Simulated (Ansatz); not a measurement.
## Zn3Br, from a guessed structure to a relaxed one

This structure for Zn3Br is made up. Its elements were placed in a known structure type with a cell scaled to their sizes. What cell does the guess relax to, and how far off was it?

Main program and level: Ansatz 0.2.0; DFT, r2SCAN, plane-wave PAW, files of the set soft_1, scalar-relativistic, no spin, cell and ions relaxed at zero pressure; PAW set soft_1.

## Step 1: Starting point

Symmetry: I4/mmm, No. 139, tetragonal system. Conventional cell: a = 4.484 Å, b = 4.484 Å, c = 8.234 Å, α = 90.00°, β = 90.00°, γ = 90.00°. Nearest to Br lie 12 Zn at 3.04 to 3.17 Å. Nearest to Zn lie 8 Zn at 3.04 Å and 4 Br at 3.17 Å. Nearest to Zn lie 4 Br at 3.04 Å and 8 Zn at 3.04 to 3.17 Å. Farther neighbours and most contacts between anions are not listed.

## Step 2: Relaxation of the guess

The guessed cell has no reason to be at equilibrium. It is relaxed with the atoms, within the space group of the guess.

The input, input.yaml:

```yaml
crystal:
  lattice:
    - [-2.242, 2.242, 4.117]
    - [2.242, -2.242, 4.117]
    - [2.242, 2.242, -4.117]
  atoms:
    - { symbol: Br, position: [0.0, 0.0, 0.0] }
    - { symbol: Zn, position: [0.5, 0.5, 0.0] }
    - { symbol: Zn, position: [0.25, 0.75, 0.5] }
    - { symbol: Zn, position: [0.75, 0.25, 0.5] }
kpoints:
  mp_grid: { grid: [8, 8, 8] }
scf:
  occupations: { method: fermi_dirac, width: 0.05 }
hamiltonian:
  xc: r2scan
  pseudopotentials: { kind: paw, azcp: { folder: soft_1 } }
relax:
  f_tol: 0.015
  max_steps: 70
  cell: {}
output:
  forces: true
  stress: true
```

Run with:

```bash
$ ansatz run input.yaml --threads 4 --pin off --max-ram 8192MiB --backend cpu --events-out ev --progress --plain --runs-dir out
```

Numbers of over 12 decimals in the logs are rounded to 6 here.

Log:

```text
Engine: ansatz 0.2.0, x86_64-unknown-linux-gnu
Pseudopotentials: kind: paw
Pseudopotential: Br, paw, valence charge 7, recommended cutoff 500 eV (meta_gga), soft_1/Br.paw.azcp
Pseudopotential: Zn, paw, valence charge 12, recommended cutoff 500 eV (meta_gga), soft_1/Zn.paw.azcp
Functional definition: r2SCAN
  parameter k0 = 0.174
  parameter k1 = 0.065
  parameter a1 = 4.9479
  exchange = r2scan_x(k0 = k0, k1 = k1, a1 = a1)
  correlation = r2scan_c
Crystal: 4 atoms, lattice volume = 82.777 Å³
Basis set: ecut = 500 eV, 2075 PW (Γ), exchange–correlation on 160×160×160 points (64 copies of the dense FFT grid, shifted against one another)
Bands: 26, of which v1, the nominal top of the filled ones, is band 22 counted from 1 (21 counted from 0)
Symmetry: 16 space group operations
Space group: I4/mmm (ITA 139), of the structure as read, at distance tolerance 4.4e-5 Å
k-points: 59 of 512
Non-local potential: Br, projectors of the file, l = 0: 2, l = 1: 2, l = 2: 2
Non-local potential: Zn, projectors of the file, l = 0: 2, l = 1: 2, l = 2: 3, l = 3: 1
PAW form: soft (Blöchl's): semilocal exchange-correlation on the pseudo side does not see the compensation charge
PAW frozen core: Br, regenerated for the run's functional (the file was generated under x = pbe(κ = 0.804, μ = 0.219515), c = pbe(β = 0.066725))
PAW frozen core: Zn, regenerated for the run's functional (the file was generated under x = pbe(κ = 0.804, μ = 0.219515), c = pbe(β = 0.066725))
PAW one-centre angular grid: Br, 302 points (default); XC on 160 Gauss nodes
PAW one-centre angular grid: Zn, 590 points (default); XC on 160 Gauss nodes
Initial density: superposition of atomic densities (chi_scale 0.1, normalization cell, long waves kept (reshape's long-wave potential 0.01 eV rms))
Initial wavefunctions: pseudopotential atomic-orbital guess
Functional: x = r2scan, c = r2scan; τ floored in thin density (d = 2e-4 eV/Å³)
SCF iter   1: F=—  HF=-12769.294779 eV  |F-HF|=—  |Δ(HF+E_count)|=         —  Δρ=6.12e-2  dr2=3.52e0  dr2_τ=3.57e-2  ethr=3.10e-3  ⟨swp⟩=6.1  Hψ=6870  notcnv=0
preconditioner: auto → Kerker (q_TF=auto, 2.446 Å⁻¹)  [metal: Δε(μ)=0.037 eV  Ē_g=10.609 eV  σ=0.050 eV  W_gap=0.18  n_scr=14 (ndim 8)  ℏωp=26.8 eV  f_vac=0.000  D(μ)=2.12/eV (n_scr^D=14)]
SCF iter   2: F=—  HF=-12768.537769 eV  |F-HF|=—  |Δ(HF+E_count)|=   7.57e-1  Δρ=1.55e-2  dr2=5.14e-1  dr2_τ=1.88e-2  ethr=3.10e-3  ⟨swp⟩=2.1  Hψ=3485  notcnv=0
SCF iter   3: F=—  HF=-12768.412651 eV  |F-HF|=—  |Δ(HF+E_count)|=   1.25e-1  Δρ=1.09e-2  dr2=1.50e-1  dr2_τ=5.18e-3  ethr=1.20e-3  ⟨swp⟩=2.5  Hψ=3227  notcnv=0
SCF iter   4: F=—  HF=-12768.398490 eV  |F-HF|=—  |Δ(HF+E_count)|=   1.42e-2  Δρ=5.34e-3  dr2=3.01e-2  dr2_τ=8.83e-4  ethr=3.48e-4  ⟨swp⟩=2.3  Hψ=3150  notcnv=0
SCF iter   5: F=—  HF=-12768.407095 eV  |F-HF|=—  |Δ(HF+E_count)|=   8.61e-3  Δρ=1.63e-3  dr2=2.80e-3  dr2_τ=2.36e-4  ethr=7.01e-5  ⟨swp⟩=2.0  Hψ=3296  notcnv=0  defer=1
SCF iter   6: F=—  HF=-12768.408529 eV  |F-HF|=—  |Δ(HF+E_count)|=   1.43e-3  Δρ=1.14e-3  dr2=8.31e-4  dr2_τ=2.07e-5  ethr=6.52e-6  ⟨swp⟩=2.0  Hψ=2739  notcnv=0  defer=1
SCF iter   7: F=—  HF=-12768.409240 eV  |F-HF|=—  |Δ(HF+E_count)|=   7.11e-4  Δρ=8.64e-4  dr2=3.27e-4  dr2_τ=4.15e-6  ethr=1.93e-6  ⟨swp⟩=2.0  Hψ=2790  notcnv=0  defer=1
SCF iter   8: F=—  HF=-12768.409046 eV  |F-HF|=—  |Δ(HF+E_count)|=   1.94e-4  Δρ=1.57e-4  dr2=3.57e-5  dr2_τ=2.10e-6  ethr=7.61e-7  ⟨swp⟩=2.0  Hψ=2712  notcnv=0  defer=1
SCF iter   9: F=—  HF=-12768.409056 eV  |F-HF|=—  |Δ(HF+E_count)|=   1.05e-5  Δρ=6.23e-5  dr2=5.72e-6  dr2_τ=1.14e-7  ethr=8.31e-8  ⟨swp⟩=2.0  Hψ=2865  notcnv=0  defer=1
SCF iter  10: F=—  HF=-12768.409056 eV  |F-HF|=—  |Δ(HF+E_count)|=   5.01e-7  Δρ=1.97e-5  dr2=2.51e-7  dr2_τ=4.61e-8  ethr=1.33e-8  ⟨swp⟩=2.0  Hψ=2808  notcnv=0  defer=1
SCF iter  11: F=-12768.409056 eV  HF=-12768.409056 eV  |F-HF|=5.87e-9  |Δ(HF+E_count)|=   3.12e-7  Δρ=4.92e-6  dr2=2.21e-8  dr2_τ=5.07e-10  ethr=2.33e-10  ⟨swp⟩=4.7  Hψ=5667  notcnv=0
SCF 1 converged in 11 iterations: F = -12768.409056 eV  dr2 = 2.21e-8
  greatest PAW one-centre occupation: 0.986 electrons in one spin orbital (limit 2), on the Zn atom at site 1 (counted from 0), in its partial waves of l = 2
relax step   1: F+E_penalty+E_count = -12768.40905631 eV  Δ(F+E_penalty+E_count) = +0.000e0 eV  max|allowed force component| = 4.510e-17 eV/Å  Δτ_max = 0.0000 Å  P = -0.365 GPa  Ω = 82.777 Å³  (11 SCF iters, dr2 threshold 1.00e-7 eV, accepted)
Crystal: 4 atoms, lattice volume = 82.012 Å³
Initial density: handed on by an earlier stage of this run
Initial wavefunctions: those handed on with the density
iter 1 solved again at ethr=7.18e-6 eV; its pass at ethr=3.10e-3 eV (dr2=3.09e-3 eV) is discarded
SCF iter   1: F=—  HF=-12768.423358 eV  |F-HF|=—  |Δ(HF+E_count)|=         —  Δρ=1.40e-3  dr2=2.93e-3  dr2_τ=7.51e-3  ethr=7.18e-6  ⟨swp⟩=2.3  Hψ=9526  notcnv=0
preconditioner: auto → Kerker (q_TF=auto, 2.450 Å⁻¹)  [metal: Δε(μ)=0.005 eV  Ē_g=9.838 eV  σ=0.050 eV  W_gap=0.02  n_scr=14 (ndim 8)  ℏωp=26.9 eV  f_vac=0.001  D(μ)=2.57/eV (n_scr^D=14)]
SCF iter   2: F=—  HF=-12768.452455 eV  |F-HF|=—  |Δ(HF+E_count)|=   2.91e-2  Δρ=1.02e-3  dr2=1.27e-3  dr2_τ=9.49e-6  ethr=6.81e-6  ⟨swp⟩=2.1  Hψ=3073  notcnv=0
SCF iter   3: F=—  HF=-12768.452895 eV  |F-HF|=—  |Δ(HF+E_count)|=   4.41e-4  Δρ=4.41e-4  dr2=4.15e-4  dr2_τ=6.41e-6  ethr=2.96e-6  ⟨swp⟩=2.6  Hψ=2512  notcnv=0
SCF iter   4: F=—  HF=-12768.452888 eV  |F-HF|=—  |Δ(HF+E_count)|=   7.77e-6  Δρ=3.61e-4  dr2=9.62e-5  dr2_τ=1.23e-6  ethr=9.66e-7  ⟨swp⟩=2.0  Hψ=2709  notcnv=0
SCF iter   5: F=—  HF=-12768.452865 eV  |F-HF|=—  |Δ(HF+E_count)|=   2.28e-5  Δρ=2.53e-4  dr2=4.45e-5  dr2_τ=3.47e-7  ethr=2.24e-7  ⟨swp⟩=2.0  Hψ=2508  notcnv=0
SCF iter   6: F=—  HF=-12768.452880 eV  |F-HF|=—  |Δ(HF+E_count)|=   1.57e-5  Δρ=9.60e-5  dr2=8.82e-6  dr2_τ=8.25e-8  ethr=1.03e-7  ⟨swp⟩=2.4  Hψ=2337  notcnv=0
SCF iter   7: F=—  HF=-12768.452885 eV  |F-HF|=—  |Δ(HF+E_count)|=   4.64e-6  Δρ=3.51e-5  dr2=1.07e-6  dr2_τ=1.21e-8  ethr=2.05e-8  ⟨swp⟩=2.8  Hψ=2850  notcnv=0
SCF iter   8: F=-12768.452886 eV  HF=-12768.452886 eV  |F-HF|=2.03e-7  |Δ(HF+E_count)|=   4.95e-7  Δρ=2.27e-5  dr2=3.60e-7  dr2_τ=4.68e-9  ethr=9.30e-10  ⟨swp⟩=5.0  Hψ=6576  notcnv=0
SCF 2 converged in 8 iterations: F = -12768.452886 eV  dr2 = 3.60e-7
relax step   2: F+E_penalty+E_count = -12768.45288570 eV  Δ(F+E_penalty+E_count) = -4.383e-2 eV  max|allowed force component| = 6.939e-17 eV/Å  Δτ_max = 0.0000 Å  P = -0.432 GPa  Ω = 82.012 Å³  energy of the carried Pulay correction = +2.184e-4 eV  (8 SCF iters, dr2 threshold 4.00e-7 eV, accepted)
Crystal: 4 atoms, lattice volume = 79.783 Å³
[...]
relax step   6: F+E_penalty+E_count = -12768.87340074 eV  Δ(F+E_penalty+E_count) = -1.257e-1 eV  max|allowed force component| = 1.388e-17 eV/Å  Δτ_max = 0.0000 Å  P = +0.893 GPa  Ω = 78.389 Å³  energy of the carried Pulay correction = +1.202e-3 eV  (9 SCF iters, dr2 threshold 4.00e-7 eV, accepted)
relax step   7: F+E_penalty+E_count = -12768.97207450 eV  Δ(F+E_penalty+E_count) = -9.867e-2 eV  max|allowed force component| = 2.602e-18 eV/Å  Δτ_max = 0.0000 Å  P = +0.163 GPa  Ω = 79.970 Å³  energy of the carried Pulay correction = +6.117e-4 eV  (8 SCF iters, dr2 threshold 4.00e-7 eV, accepted)
relax step   8: F+E_penalty+E_count = -12769.03900706 eV  Δ(F+E_penalty+E_count) = -6.693e-2 eV  max|allowed force component| = 4.337e-19 eV/Å  Δτ_max = 0.0000 Å  P = +1.768 GPa  Ω = 77.803 Å³  energy of the carried Pulay correction = +1.284e-3 eV  (8 SCF iters, dr2 threshold 4.00e-7 eV, accepted)
relax step   9: F+E_penalty+E_count = -12769.05463168 eV  Δ(F+E_penalty+E_count) = -1.562e-2 eV  max|allowed force component| = 1.135e-28 eV/Å  Δτ_max = 0.0000 Å  P = -0.550 GPa  Ω = 81.766 Å³  energy of the carried Pulay correction = -9.741e-5 eV  (9 SCF iters, dr2 threshold 4.00e-7 eV, accepted)
relax step  10: F+E_penalty+E_count = -12769.05757649 eV  Δ(F+E_penalty+E_count) = -2.945e-3 eV  max|allowed force component| = 6.939e-18 eV/Å  Δτ_max = 0.0000 Å  P = +0.023 GPa  Ω = 80.746 Å³  energy of the carried Pulay correction = +2.534e-4 eV  (7 SCF iters, dr2 threshold 4.00e-7 eV, accepted)
relax step  11: F+E_penalty+E_count = -12769.09516798 eV  Δ(F+E_penalty+E_count) = -3.759e-2 eV  max|allowed force component| = 6.939e-18 eV/Å  Δτ_max = 0.0000 Å  P = +0.660 GPa  Ω = 80.746 Å³  stress off target by 1.93e0 GPa  SCF on the basis re-selected at this cell (its energy is not comparable with the rows above)  (11 SCF iters)
relax step  12: F+E_penalty+E_count = -12769.10973008 eV  Δ(F+E_penalty+E_count) = -1.456e-2 eV  max|allowed force component| = 6.505e-19 eV/Å  Δτ_max = 0.0000 Å  P = +0.281 GPa  Ω = 82.020 Å³  energy of the carried Pulay correction = -3.955e-4 eV  (8 SCF iters, dr2 threshold 4.00e-7 eV, accepted)
relax step  13: F+E_penalty+E_count = -12769.11816138 eV  Δ(F+E_penalty+E_count) = -8.431e-3 eV  max|allowed force component| = 3.469e-18 eV/Å  Δτ_max = 0.0000 Å  P = +0.146 GPa  Ω = 83.270 Å³  energy of the carried Pulay correction = -7.807e-4 eV  (7 SCF iters, dr2 threshold 4.00e-7 eV, accepted)
relax step  14: F+E_penalty+E_count = -12769.11825343 eV  Δ(F+E_penalty+E_count) = -9.205e-5 eV  max|allowed force component| = 1.301e-18 eV/Å  Δτ_max = 0.0000 Å  P = -0.021 GPa  Ω = 83.754 Å³  energy of the carried Pulay correction = -9.264e-4 eV  (8 SCF iters, dr2 threshold 8.26e-8 eV, accepted)
Basis set: ecut = 500 eV, 2145 PW (Γ), exchange–correlation on 192×192×192 points (64 copies of the dense FFT grid, shifted against one another)
iter 1 solved again at ethr=2.92e-7 eV; its pass at ethr=3.10e-3 eV (dr2=1.25e-4 eV) is discarded
SCF iter   1: F=—  HF=-12769.119361 eV  |F-HF|=—  |Δ(HF+E_count)|=         —  Δρ=2.09e-4  dr2=4.57e-6  dr2_τ=3.22e-6  ethr=2.92e-7  ⟨swp⟩=3.0  Hψ=11430  notcnv=0
preconditioner: auto → Kerker (q_TF=auto, 2.441 Å⁻¹)  [metal: Δε(μ)=0.106 eV  Ē_g=10.051 eV  σ=0.050 eV  W_gap=0.48  n_scr=24 (ndim 8)  ℏωp=26.6 eV  f_vac=0.000  D(μ)=0.64/eV (n_scr^D=2)]
SCF iter   2: F=—  HF=-12769.119556 eV  |F-HF|=—  |Δ(HF+E_count)|=   1.95e-4  Δρ=1.50e-4  dr2=5.63e-6  dr2_τ=1.94e-6  ethr=1.06e-8  ⟨swp⟩=2.0  Hψ=2759  notcnv=0
SCF iter   3: F=—  HF=-12769.119623 eV  |F-HF|=—  |Δ(HF+E_count)|=   6.72e-5  Δρ=3.47e-5  dr2=2.55e-7  dr2_τ=8.04e-8  ethr=1.06e-8  ⟨swp⟩=2.0  Hψ=2749  notcnv=0
SCF iter   4: F=—  HF=-12769.119647 eV  |F-HF|=—  |Δ(HF+E_count)|=   2.46e-5  Δρ=7.13e-6  dr2=1.51e-8  dr2_τ=4.28e-9  ethr=5.93e-10  ⟨swp⟩=2.0  Hψ=2750  notcnv=0
SCF iter   5: F=—  HF=-12769.119648 eV  |F-HF|=—  |Δ(HF+E_count)|=   1.80e-7  Δρ=4.12e-6  dr2=5.23e-9  dr2_τ=4.50e-10  ethr=3.51e-11  ⟨swp⟩=2.0  Hψ=2759  notcnv=0
SCF iter   6: F=—  HF=-12769.119648 eV  |F-HF|=—  |Δ(HF+E_count)|=   2.90e-9  Δρ=2.09e-6  dr2=1.29e-9  dr2_τ=3.43e-10  ethr=1.22e-11  ⟨swp⟩=2.0  Hψ=2743  notcnv=0
SCF iter   7: F=—  HF=-12769.119648 eV  |F-HF|=—  |Δ(HF+E_count)|=   1.20e-8  Δρ=5.27e-7  dr2=1.40e-10  dr2_τ=1.48e-11  ethr=3.01e-12  ⟨swp⟩=2.0  Hψ=2748  notcnv=0
SCF iter   8: F=-12769.119648 eV  HF=-12769.119648 eV  |F-HF|=2.18e-11  |Δ(HF+E_count)|=  6.33e-10  Δρ=1.46e-7  dr2=2.47e-11  dr2_τ=2.61e-13  ethr=1.00e-12  ⟨swp⟩=4.5  Hψ=5639  notcnv=0
SCF 15 converged in 8 iterations: F = -12769.119648 eV  dr2 = 2.47e-11
relax step  15: F+E_penalty+E_count = -12769.11964759 eV  Δ(F+E_penalty+E_count) = -1.394e-3 eV  max|allowed force component| = 1.301e-18 eV/Å  Δτ_max = 0.0000 Å  P = -0.003 GPa  Ω = 83.754 Å³  stress off target by 3.46e-2 GPa  SCF on the basis re-selected at this cell (its energy is not comparable with the rows above)  (8 SCF iters)
basis re-selected at this cell: Δ(F+E_penalty+E_count) = -1.394e-3 eV, ΔP = +0.017 GPa vs the last step (what re-selecting the basis moved, of the pressure what is left beyond the Pulay correction that the steps carried, after the strain that the cell walked since its last selection, with what the two solves' SCF thresholds leave and, on support functions, any second-order correction that the steps lacked; it is no measure of the basis error at this ecutwfc). The dense FFT grid was sized anew with the basis: this SCF ran on 48×48×48 points, the steps before it on 45×45×45, so part of this shift can come from that change (see relax.cell in the input reference). [rest of the remark cut]
SCF converged after 8 iterations
Free energy (F): -12769.119648 eV
Harris-Foulkes:  -12769.119648 eV  (|F-HF|=2.18e-11)
Internal energy: -12769.113931 eV  (E = F + TS)
E sigma→0 (E₀):  -12769.116789 eV
Entropy (-TS):   -0.005717 eV (-1.429 meV/atom)
Fermi energy:    7.541362 eV
--- Per-component energies (eV) ---
  E_band       = 18.871125
  E_kinetic    = 565.749809
  E_local      = -6259.000268  (includes V_loc(G=0)·N_el)
  E_nonlocal   = 2525.071374
  E_hartree    = 2372.612134
  E_xc         = -388.797496
  E_vxc        = -267.502263  (∫ρ·V_xc dr)
  E_paw        = -8080.069136  (= ΣΔE_a)
  E_vpaw       = -1304.244669  (= ΣTr[D̂ρ^β])
  E_aug_tail   = 0.000229  (compensation charges beyond the density's cutoff)
  E_vtau       = 13.572732  (kinetic-family band-sum trace: ∫τ·v_τ [+ j·A + Jᵃ·Aᵃ] dr)
  E_ewald      = -3503.974534
  E_core_change = -0.706044  (= ΣΔE_core)
  E_smearing   = -0.005717  (= −TS)
  E_closure    = 0.000000  (closes the sum)
  Σ components = -12769.119648   (vs F -12769.119648, Δ=0.00e0)
--- Forces (eV/Å), atoms counted from 1 ---
  atom   1  Br     0.00000000     0.00000000    -0.00000000
  atom   2  Zn     0.00000000     0.00000000     0.00000000
  atom   3  Zn    -0.00000000    -0.00000000     0.00000000
  atom   4  Zn     0.00000000     0.00000000     0.00000000
  max |Σ_I F_I| component: 1.73e-18 eV/Å
--- Stress (GPa, compression-positive) ---
       -0.022087       0.000000      -0.000000
        0.000000      -0.022087       0.000000
        0.000000       0.000000       0.034582
  P = ⅓ Tr σ = -0.0032 GPa (-0.032 kbar)
--- Relaxed structure (13 steps of the walk, 13 accepted, 2 SCFs on fresh bases) ---
  F+E_penalty+E_count = -12769.11964759 eV   max|allowed force component| = 1.301e-18 eV/Å   (the final SCF, on the basis selected at the relaxed cell)
  cell:  # Å, volume = 83.7543 Å³
    - [-1.899569, 1.899569, 5.802790]
    - [1.899569, -1.899569, 5.802790]
    - [1.899569, 1.899569, -5.802790]
  atoms:
    - { symbol: Br, position: [0, 0, 0] }
    - { symbol: Zn, position: [0.5, 0.5, 0] }
    - { symbol: Zn, position: [0.25, 0.750000, 0.500000] }
    - { symbol: Zn, position: [0.750000, 0.25, 0.500000] }
```

The job ended after 58 s (4 threads of AMD EPYC 7B13 (Zen 3), shared host; peak memory 1 GiB; 3.6 min of CPU time).

This run has no spin polarisation although its electron count is odd.

Relaxation path:

```tsv
step	energy less that of the first step (eV)	largest force component (eV/Å)	pressure (GPa)	volume (Å³)
1	0.0000	0.0000	-0.37	82.78
2	-0.0438	0.0000	-0.43	82.01
3	-0.1502	0.0000	0.10	79.78
4	-0.2247	0.0000	0.05	79.75
5	-0.3386	0.0000	0.39	79.16
6	-0.4643	0.0000	0.89	78.39
7	-0.5630	0.0000	0.16	79.97
8	-0.6300	0.0000	1.77	77.80
9	-0.6456	0.0000	-0.55	81.77
10	-0.6485	0.0000	0.02	80.75
11*	-0.6861	0.0000	0.66	80.75
12	-0.7007	0.0000	0.28	82.02
13	-0.7091	0.0000	0.15	83.27
14	-0.7092	0.0000	-0.02	83.75
15*	-0.7106	0.0000	0.00	83.75
```

Relaxation steps marked * repeat the geometry before them on a plane-wave basis chosen anew for their cell, so energy and pressure can jump there.

Forces are held to the 16 operations that the run works with; a distortion that breaks them can't arise in this run.

```tsv
cell as run	before	after	change
a (Å)	5.196	6.394	+23.1 %
b (Å)	5.196	6.394	+23.1 %
c (Å)	5.196	6.394	+23.1 %
α (°)	128.88	145.44	+12.8 %
β (°)	128.88	145.44	+12.8 %
γ (°)	75.20	49.68	-33.9 %
volume (Å³/atom)	20.69	20.94	+1.2 %
```

The relaxed structure:

```cif
data_structure
_symmetry_space_group_name_H-M 'P 1'
_symmetry_Int_Tables_number 1
_cell_length_a 6.3945
_cell_length_b 6.3945
_cell_length_c 6.3945
_cell_angle_alpha 145.437
_cell_angle_beta 145.437
_cell_angle_gamma 49.683
_cell_volume 83.75
loop_
_atom_site_label
_atom_site_type_symbol
_atom_site_fract_x
_atom_site_fract_y
_atom_site_fract_z
_atom_site_occupancy
Br1 Br 0.00000 0.00000 0.00000 1
Zn2 Zn 0.50000 0.50000 0.00000 1
Zn3 Zn 0.25000 0.75000 0.50000 1
Zn4 Zn 0.75000 0.25000 0.50000 1
```

Numbers from this step:

```yaml
free_energy: -12769.1196 eV
energy_at_zero_smearing: -12769.1168 eV
smearing_term_ts: 0.005717 eV
fermi_energy: 7.541 eV
electrons: 43
symmetry_operations: 16
pressure: -0.003197 GPa
```

Shortest distances by pair of elements, guess and relaxed (not always the same contact):

```tsv
pair	guess (Å)	relaxed (Å)
Zn–Zn	3.044	2.686
Br–Zn	3.044	2.686
Br–Br	4.484	3.799
```

The relaxation ends with a pressure of 0.00 GPa.

## Step 3: Summary of results

```json
{"space group, relaxed": "I4/mmm", "conventional cell": "a = 3.799, b = 3.799, c = 11.606 Å; α = 90.0°, β = 90.0°, γ = 90.0°", "volume per atom": "20.94 Å³ (guess 20.69)"}
```

In words: Zn3Br relaxes to I4/mmm with a = 3.799, b = 3.799 and c = 11.606 Å. The guessed volume was near the relaxed one. The space group I4/mmm was held in the relaxation, so the end point is a stationary structure within it and may be a saddle against distortions or other arrangements. Mesh and cutoff weren't tested. A vector of the cell changed its length by 23 %, so the starting arrangement is largely lost and the mesh was laid for another shape. No dispersion term is used, so weakly bound directions may come out too long. Nothing here tests whether the compound is stable against decomposition.

[Logs are printed without paths, hosts, clocks, repeated set-up lines and the standing remarks that a program may print on its own settings, such as how far it seeks lower states.]

[Hosts, paths, dates, database ids (printed as entryN), source tags and the programs' standing remarks are cut or masked in the printed files.]
